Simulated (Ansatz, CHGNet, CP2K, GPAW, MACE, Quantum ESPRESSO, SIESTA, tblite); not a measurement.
# Running Nb(100)/C(110) interface (80 atoms) with CP2K

Aim: run Nb(100)/C(110) interface (80 atoms) in CP2K and see how near its forces come to a plane-wave reference, and at what cost.

Calculated with CP2K 2026.2; the method is named at each step.

## Step 1: The structure

The cell holds 80 atoms: 20 Nb and 60 C. Cell: a = 7.134 Å, b = 7.567 Å, c = 24.460 Å, α = 90.0°, β = 90.0°, γ = 90.0°. Bcc Nb(100), 4 repeat layers, 5 surface cells, strained -3.32 and +2.54 %; diamond-structure C(110), 5 layers, 6 cells, -0.00 and -0.00 %; outer planes 2.45 Å apart, 12 Å of vacuum above; not relaxed, displaced by a Gaussian of 0.02 Å. Then every atom was moved at random, 0.02 Å r.m.s. a Cartesian component. Regions: Nb, 20 atoms (20 Nb); C, 60 atoms (60 C). Vacuum lies along c.

The yardstick, on the same geometry:

- method: Kohn-Sham DFT, PBE, PAW, plane waves (Ansatz 0.2.0); cutoff 420 eV, Γ point, fermi-dirac smearing of 0.05 eV; PAW set soft_2
- r.m.s. force component: 1.836 eV/Å
- longest force: 6.631 eV/Å
- SCF cycles: 17
- time: 22 s on 4 threads of Arm Neoverse V1, shared host
- CPU time: 85 s

## Step 2: PBE, DZVP-MOLOPT-SR, 600/50 Ry, diagonalisation

Method: Kohn-Sham DFT, PBE, GTH-PBE pseudopotentials, Gaussian and plane waves, DZVP-MOLOPT-SR-GTH, diagonalisation.

The input, input.inp:

```
&GLOBAL
  PROJECT cell
  RUN_TYPE ENERGY_FORCE
  PRINT_LEVEL LOW
&END GLOBAL
&FORCE_EVAL
  METHOD QS
  &DFT
    BASIS_SET_FILE_NAME BASIS_MOLOPT
    POTENTIAL_FILE_NAME GTH_POTENTIALS
    &MGRID
      CUTOFF 600
      REL_CUTOFF 50
      NGRIDS 5
    &END MGRID
    &QS
      EPS_DEFAULT 1.0E-12
    &END QS
    &SCF
      SCF_GUESS ATOMIC
      EPS_SCF 5.0E-06
      MAX_SCF 200
      ADDED_MOS 45
      &DIAGONALIZATION
        ALGORITHM STANDARD
      &END DIAGONALIZATION
      &SMEAR ON
        METHOD FERMI_DIRAC
        ELECTRONIC_TEMPERATURE [K] 580
      &END SMEAR
      &MIXING
        METHOD BROYDEN_MIXING
        ALPHA 0.2
        NBROYDEN 12
        BETA 0.05
      &END MIXING
      &PRINT
        &RESTART OFF
        &END RESTART
      &END PRINT
    &END SCF
    &XC
      &XC_FUNCTIONAL PBE
      &END XC_FUNCTIONAL
    &END XC
    &PRINT
      &MULLIKEN ON
      &END MULLIKEN
      &HIRSHFELD ON
        SHAPE_FUNCTION DENSITY
      &END HIRSHFELD
      &MO ON
        EIGENVALUES T
        OCCUPATION_NUMBERS T
        MO_INDEX_RANGE 239 262
        &EACH
          QS_SCF 0
        &END EACH
        ADD_LAST NUMERIC
      &END MO
    &END PRINT
  &END DFT
  &SUBSYS
    &CELL
      A 7.13400 0.00000 0.00000
      B 0.00000 7.56670 0.00000
      C 0.00000 0.00000 24.45984
    &END CELL
    &TOPOLOGY
      COORD_FILE_NAME structure.xyz
      COORD_FILE_FORMAT XYZ
    &END TOPOLOGY
    &KIND Nb
      BASIS_SET DZVP-MOLOPT-SR-GTH-q13
      POTENTIAL GTH-PBE-q13
    &END KIND
    &KIND C
      BASIS_SET DZVP-MOLOPT-SR-GTH-q4
      POTENTIAL GTH-PBE-q4
    &END KIND
  &END SUBSYS
  &PRINT
    &FORCES ON
    &END FORCES
  &END PRINT
&END FORCE_EVAL
```

The input, structure.xyz:

```xyz
80

Nb 4.24609 6.01174 6.00807
Nb 6.42310 5.28723 7.67648
Nb 4.25408 6.04912 9.27199
Nb 3.53404 3.77488 10.92279
Nb 1.41424 4.53351 6.01859
Nb 3.61701 3.79228 7.59625
Nb 1.42709 4.51149 9.32067
Nb 0.73530 2.26713 10.99005
Nb 5.75443 3.05997 5.98752
Nb 0.71347 2.26433 7.62438
Nb 5.71348 3.00617 9.28814
Nb 4.97190 0.74895 10.93795
Nb 2.86701 1.47634 6.00073
Nb 4.95578 0.75274 7.67061
Nb 2.89676 1.55359 9.28593
Nb 2.10660 6.83863 10.96510
Nb 0.05072 7.55089 5.98508
Nb 2.12857 6.83031 7.66351
Nb 7.12565 0.01960 9.33828
Nb 6.39463 5.26726 10.97366
C 6.26593 1.81094 13.45316
C 3.65197 0.59051 13.41133
C 4.47880 0.56387 14.67419
C 5.38952 1.79883 14.70892
C 6.27014 1.84226 15.96053
C 3.62158 0.58248 15.94586
C 4.49513 0.54616 17.16518
C 5.38446 1.79762 17.16543
C 6.33157 1.83265 18.48895
C 3.58755 0.52937 18.40725
C 6.26972 4.33292 13.43848
C 3.61630 3.14056 13.41206
C 4.47873 3.05604 14.67835
C 5.44110 4.37703 14.64900
C 6.25873 4.37590 15.92433
C 3.65625 3.13912 15.98964
C 4.50355 3.09924 17.22437
C 5.34579 4.38127 17.16102
C 6.25416 4.35267 18.43685
C 3.59097 3.09001 18.49311
C 2.62488 1.82910 13.44264
C 0.04644 0.54889 13.38100
C 0.89025 0.59936 14.65903
C 1.84778 1.79679 14.68495
C 2.72048 1.77764 15.95736
C 0.04116 0.53307 15.93999
C 0.95267 0.59686 17.23685
C 1.81282 1.81624 17.21092
C 2.69965 1.83356 18.45324
C 0.01569 0.57916 18.39404
C 6.25588 6.88850 13.37880
C 3.65753 5.61676 13.40644
C 4.53366 5.59111 14.68740
C 5.42170 6.84408 14.66123
C 6.23262 6.84453 15.89865
C 3.63370 5.60927 15.93852
[... 20 atom lines left out ...]
C 0.93998 5.58854 17.14415
C 1.84578 6.88668 17.22168
C 2.67732 6.90840 18.40212
C 0.04081 5.60602 18.44688
```

Launch:

```bash
> OMP_NUM_THREADS=1 mpirun -np 4 cp2k.psmp -i input.inp > output.txt
```

Numbers of over 12 decimals in the logs are rounded to 6 here.

Log:

```text
CP2K| version string:                                       CP2K version 2026.2
 CP2K| Input file name                                                 input.inp
 GLOBAL| Basis set file name                                        BASIS_MOLOPT
 GLOBAL| Potential file name                                      GTH_POTENTIALS
 GLOBAL| Run type                                                   ENERGY_FORCE
 GLOBAL| Total number of message passing processes                             4
 GLOBAL| Number of threads for this process                                    1
 TOTAL NUMBERS AND MAXIMUM NUMBERS
  Total number of            - Atomic kinds:                                   2
                             - Atoms:                                         80
                             - Shell sets:                                    80
                             - Shells:                                       460
                             - Primitive Cartesian functions:                440
                             - Cartesian basis functions:                   1460
                             - Spherical basis functions:                   1300
  Maximum angular momentum of- Orbital basis functions:                        3
                             - Local part of the GTH pseudopotential:          2
                             - Non-local part of the GTH pseudopotential:      4
 SCF PARAMETERS         Density guess:                                    ATOMIC
                        max_scf:                                             200
                        eps_scf:                                        5.00E-06
                        added MOs                                        45    0
                        Mixing method:                            BROYDEN_MIXING
                                                charge density mixing in g-space
                        Smear method:                                FERMI_DIRAC
                        Electronic temperature [K]:                        580.0
                        Electronic temperature [a.u.]:                  1.84E-03
                        Accuracy threshold:                             1.00E-10
 Extrapolation method: initial_guess
 Number of electrons:                                                        500
 Number of occupied orbitals:                                                250
 Number of molecular orbitals:                                               295
 Number of orbital functions:                                               1300
 Number of independent orbital functions:                                   1300
 SCF WAVEFUNCTION OPTIMIZATION
  Step     Update method      Time    Convergence         Total energy    Change
     1 NoMix/Diag. 0.20E+00    6.4     0.91868434     -1486.5128901342 -1.49E+03
     2 Broy./Diag. 0.20E+00    8.7    10.86538285     -1492.5996130877 -6.09E+00
     3 Broy./Diag. 0.20E+00    8.7    10.52049619     -1322.7194307861  1.70E+02
     4 Broy./Diag. 0.20E+00    8.7     1.25795468     -1491.4389685225 -1.69E+02
[...]
42 Broy./Diag. 0.20E+00    8.8     0.00000549     -1481.4530605748  3.78E-06
    43 Broy./Diag. 0.20E+00    8.8     0.00000476     -1481.4530316722  2.89E-05
  *** SCF run converged in    43 steps ***
  Electronic density on regular grids:       -500.0000000000        0.0000000000
  Core density on regular grids:              499.9999999996       -0.0000000004
  Total charge density on r-space grids:       -0.0000000004
  Total charge density g-space grids:          -0.0000000004
  Overlap energy of the core charge distribution:               9.86624e-07
  Self energy of the core charge distribution:              -2872.883946
  Core Hamiltonian energy:                                    714.766739
  Hartree energy:                                             918.124309
  Exchange-correlation energy:                               -241.441215
  Electronic entropic energy:                                  -0.018920
  Fermi energy:                                                 0.176675
  Total energy:                                             -1481.453032
  Total energy (extrapolated to T->0):                      -1481.443572
 MO| EIGENVALUES AND OCCUPATION NUMBERS
 MO|
 MO|  Index      Eigenvalue [a.u.]        Eigenvalue [eV]             Occupation
 MO|    239               0.164682               4.481232               1.997085
 MO|    240               0.164740               4.482793               1.996992
 MO|    241               0.166246               4.523793               1.993182
[...]
MO|    261               0.192827               5.247080               0.000303
 MO|    262               0.194765               5.299832               0.000106
 MO| Sum:                                                             500.000000
 MO| E(Fermi):            0.176675 a.u.          4.807577 eV
 !-----------------------------------------------------------------------------!
                     Mulliken Population Analysis
 #  Atom  Element  Kind  Atomic population                           Net charge
       1     Nb       1         12.988992                              0.011008
       2     Nb       1         13.013953                             -0.013953
       3     Nb       1         13.063274                             -0.063274
[...]
79     C        2          3.982594                              0.017406
      80     C        2          3.983831                              0.016169
 # Total charge                            500.000000                  0.000000
 !-----------------------------------------------------------------------------!
 !-----------------------------------------------------------------------------!
                           Hirshfeld Charges
  #Atom  Element  Kind  Ref Charge     Population                    Net charge
      1       Nb     1      13.000         12.941                         0.059
      2       Nb     1      13.000         13.044                        -0.044
      3       Nb     1      13.000         13.046                        -0.046
[...]
79       C      2       4.000          4.014                        -0.014
     80       C      2       4.000          4.012                        -0.012
  Total Charge                                                            0.001
 !-----------------------------------------------------------------------------!
 ENERGY| Total FORCE_EVAL ( QS ) energy [hartree]          -1481.453024
 FORCES| Atomic forces [hartree/bohr]
 FORCES|   Atom     x               y               z               |f|
 FORCES|      1  3.75829643E-03 -9.40604299E-04 -9.91548036E-03   1.06454816E-02
 FORCES|      2  8.09880405E-04  7.87122013E-03 -7.19541205E-03   1.06951376E-02
 FORCES|      3 -4.19529272E-05  4.77748875E-03  5.29047613E-03   7.12848486E-03
[...]
FORCES|     79  1.26973486E-01 -2.52312760E-02  2.54358866E-02   1.31931299E-01
 FORCES|     80 -9.38031609E-02  7.76057697E-03 -1.74647697E-02   9.57302342E-02
 FORCES| Sum     9.79654086E-05 -2.83180444E-05 -8.64719605E-06
 FORCES| Total atomic force                                       1.02342107E-04
```

It took 6.8 min on 4 MPI ranks of Arm Neoverse V1, shared host; peak memory 6.1 GiB.

Banners, paths, timers and routine set-up lines are dropped from the logs unmarked, and long logs keep their key lines alone; longer cuts are marked.

Compared with the plane-wave run:

```
r.m.s. force component                  : 1.886 eV/Å
r.m.s. difference of force components   : 63.43 meV/Å
longest difference of force vectors     : 255.5 meV/Å
force difference over r.m.s. force      : 3.455 %
slope of forces against the reference's : 1.027
correlation of force components         : 0.9998
```

Length of the force difference by element (eV/Å):

```tsv
element	atoms	mean	most
C	60	0.11	0.26
Nb	20	0.023	0.061
```

A closer look about C79, which bears the longest force: 11 atoms, nearest first, numbered in the order of the input, with positions taken from that point.

```tsv
atom	x	y	z	distance (Å)	bonds	Hirshfeld charge (e)	Fx	Fy	Fz (eV/Å)
C79	0.00	0.00	0.00	0.00	3	-0.01	6.53	-1.30	1.31
C78	-0.83	-0.02	-1.18	1.44	4	0.00	-2.86	-0.82	-0.26
C30	0.91	1.19	0.01	1.50	3	-0.01	-5.26	1.37	-0.50
C60	0.91	-1.33	0.10	1.61	3	-0.01	-4.81	0.26	-1.50
C75	0.04	-0.05	-2.41	2.41	4	0.01	0.75	0.31	-2.17
C47	-1.72	1.26	-1.17	2.43	4	0.01	0.33	-2.13	-0.57
C49	0.02	2.49	0.05	2.49	3	-0.02	5.94	-0.42	-0.87
C27	1.82	1.20	-1.24	2.51	4	0.00	2.18	0.50	2.22
C77	-1.74	-1.32	-1.26	2.52	4	0.01	1.17	0.48	2.34
C57	1.84	-1.28	-1.17	2.52	4	0.00	-0.26	-0.67	-0.06
C69	0.00	-2.60	0.02	2.60	3	-0.01	5.54	1.57	-0.30
```

Forces lie 3.5 % from the reference's, at 19 times its CPU time.

The difference per atom is largest on C (0.11 eV/Å on average, against 0.023 on Nb).

## Step 3: PBE, DZVP-MOLOPT-SR, 300/50 Ry, diagonalisation

Method: Kohn-Sham DFT, PBE, GTH-PBE pseudopotentials, Gaussian and plane waves, DZVP-MOLOPT-SR-GTH, diagonalisation.

Edit input.inp of step 2 so:

```diff
@@ -11,5 +11,4 @@
     &MGRID
-      CUTOFF 600
+      CUTOFF 300
       REL_CUTOFF 50
-      NGRIDS 5
     &END MGRID
```

structure.xyz is that of step 2.

Launch:

```bash
> OMP_NUM_THREADS=2 cp2k.psmp -i input.inp > output.txt
```

Log:

```text
CP2K| version string:                                       CP2K version 2026.2
 CP2K| Input file name                                                 input.inp
 GLOBAL| Basis set file name                                        BASIS_MOLOPT
 GLOBAL| Potential file name                                      GTH_POTENTIALS
[... lines left out ...]
                        Smear method:                                FERMI_DIRAC
[... lines left out ...]
 Number of electrons:                                                        500
[... lines left out ...]
  Step     Update method      Time    Convergence         Total energy    Change
[... lines left out ...]
  *** SCF run converged in    43 steps ***
[... lines left out ...]
  Fermi energy:                                                 0.176675
  Total energy:                                             -1481.452966
  Total energy (extrapolated to T->0):                      -1481.443507
[... lines left out ...]
 MO| E(Fermi):            0.176675 a.u.          4.807579 eV
[... lines left out ...]
     80       C      2       4.000          4.012                        -0.012
  Total Charge                                                            0.001
 !-----------------------------------------------------------------------------!
 ENERGY| Total FORCE_EVAL ( QS ) energy [hartree]          -1481.452958
 FORCES| Atomic forces [hartree/bohr]
 FORCES|   Atom     x               y               z               |f|
 FORCES|      1  3.76947619E-03 -9.35219547E-04 -9.90650722E-03   1.06406049E-02
 FORCES|      2  8.14475111E-04  7.87442621E-03 -7.20767296E-03   1.07060967E-02
 FORCES|      3 -1.87158778E-05  4.78178987E-03  5.28613295E-03   7.12804785E-03
[...]
FORCES|     79  1.26718611E-01 -2.53428623E-02  2.55687343E-02   1.31733167E-01
 FORCES|     80 -9.39486460E-02  7.34953954E-03 -1.75441833E-02   9.58549017E-02
 FORCES| Sum    -4.38300298E-04 -3.59382061E-03 -5.74043241E-04
 FORCES| Total atomic force                                       3.66567585E-03
```

Elapsed: 11 min, on 2 threads; peak memory 1.8 GiB.

Against the reference:

```
r.m.s. force component                          : 1.886 eV/Å
r.m.s. difference of force components           : 65.38 meV/Å
longest difference of force vectors             : 257.7 meV/Å
force difference over r.m.s. force              : 3.562 %
slope of forces against the reference's         : 1.027
correlation of force components                 : 0.9998
energy less the same-level run's                : 0.0223 meV/atom
r.m.s. force difference from the same-level run : 11.14 meV/Å
```

This is a coarse setting, run to see what it loses.

Against the first run (3.5 %), the force difference from the reference is 3.6 %, at 0.77 times the CPU time (on 2 against 4 cores): the change moves forces by 11 meV/Å r.m.s., so most of the difference comes from elsewhere.

The difference per atom is largest on C (0.12 eV/Å on average, against 0.023 on Nb).

## Step 4: All runs compared

Differences are against the plane-wave reference, forces as r.m.s. over components; share is that over the reference's r.m.s. force, slope the least-squares factor from reference forces to these. Total energies of different programs have different zeros and aren't compared.

```tsv
run	Δ force, r.m.s. (meV/Å)	share (%)	slope	cores	CPU time	memory (GiB)
reference	-	-	-	4	85 s	1.5
CP2K PBE, DZVP-MOLOPT-SR, 600/50 Ry, diagonalisation	63.4	3.46	1.027	4	27 min	6.1
CP2K PBE, DZVP-MOLOPT-SR, 300/50 Ry, diagonalisation (coarse)	65.4	3.56	1.027	2	21 min	1.8
```

Rows marked coarse were listed beforehand as settings not expected to be converged; some can still land near the reference.

CPU time is summed over cores on a shared host, where runs went side by side, so it is rough. Symmetry, cutoffs, thresholds, outputs and thread counts weren't matched or tuned between programs; memory under MPI is the largest rank's times the ranks.

Mean charges by element (e), by run and scheme:

```tsv
run	scheme	Nb	C
reference	Löwdin	+0.13	0.00
CP2K PBE, DZVP-MOLOPT-SR, 600/50 Ry, diagonalisation	Mulliken	+0.01	0.00
CP2K PBE, DZVP-MOLOPT-SR, 600/50 Ry, diagonalisation	Hirshfeld	+0.04	-0.01
```

The reference's Löwdin charges lack the electrons that the projection spills, 0.033 e an atom on average.

Within one program, basis, potentials and functional, energies share a zero. Each run against its twin at the usual cutoff or grid and solver:

```tsv
run	twin	Δ energy (meV/atom)	Δ force, r.m.s. (meV/Å)	CPU time over the twin's
CP2K PBE, DZVP-MOLOPT-SR, 300/50 Ry, diagonalisation	DZVP-MOLOPT-SR, 600/50 Ry, diagonalisation	0.0223	11.1	0.77 (this twin ran on 4 cores)
```

A second geometry, displaced anew (every atom was moved at random, 0.04 Å r.m.s. a Cartesian component), gives an energy difference that all programs can be tested on. The reference puts it at 39.20 meV/atom.

```tsv
run	energy less the first geometry's (meV/atom)	error (meV/atom)	force share at the second geometry (%)
CP2K PBE, DZVP-MOLOPT-SR, 600/50 Ry, diagonalisation	39.86	0.662	2.49
CP2K PBE, DZVP-MOLOPT-SR, 300/50 Ry, diagonalisation	39.83	0.63	2.51
```

## Step 5: Outcome

- nearest in forces: CP2K PBE, DZVP-MOLOPT-SR, 600/50 Ry, diagonalisation, 3.5 %
- its CPU time: 27 min

In words: The PBE run in local orbitals, coarse settings apart, differs by 3.5 % (CP2K PBE, DZVP-MOLOPT-SR, 600/50 Ry, diagonalisation); basis, grid and potentials can all enter. Runs with settings chosen to be coarse differ by 3.6 % (CP2K PBE, DZVP-MOLOPT-SR, 300/50 Ry, diagonalisation), their programs' other errors included. None of the electronic-structure runs in the table takes under half the reference's CPU time of 85 s; they take 15 to 19 times as much. Charges hang on scheme and program or settings: among these rows the mean for Nb runs from +0.01 to +0.13 e. All runs miss the energy difference between the two geometries, 39.2 meV/atom in the reference, by about 0.63 meV/atom. The host structure and its lattice constant were typed by rule, without a check against the phase diagram. The electronic-structure runs sample only Γ, in a cell whose shortest periodic width is 7 Å, which is coarse for a cell with partly filled levels.

[Also dropped from logs without a mark: logging warnings of Python, and SIESTA's first energy breakdown and zero terms.]

[Logs are printed without paths, hosts, clocks, repeated set-up lines and the standing remarks that a program may print on its own settings, such as how far it seeks lower states.]

[Hosts, paths, dates, database ids (printed as entryN), source tags and the programs' standing remarks are cut or masked in the printed files.]
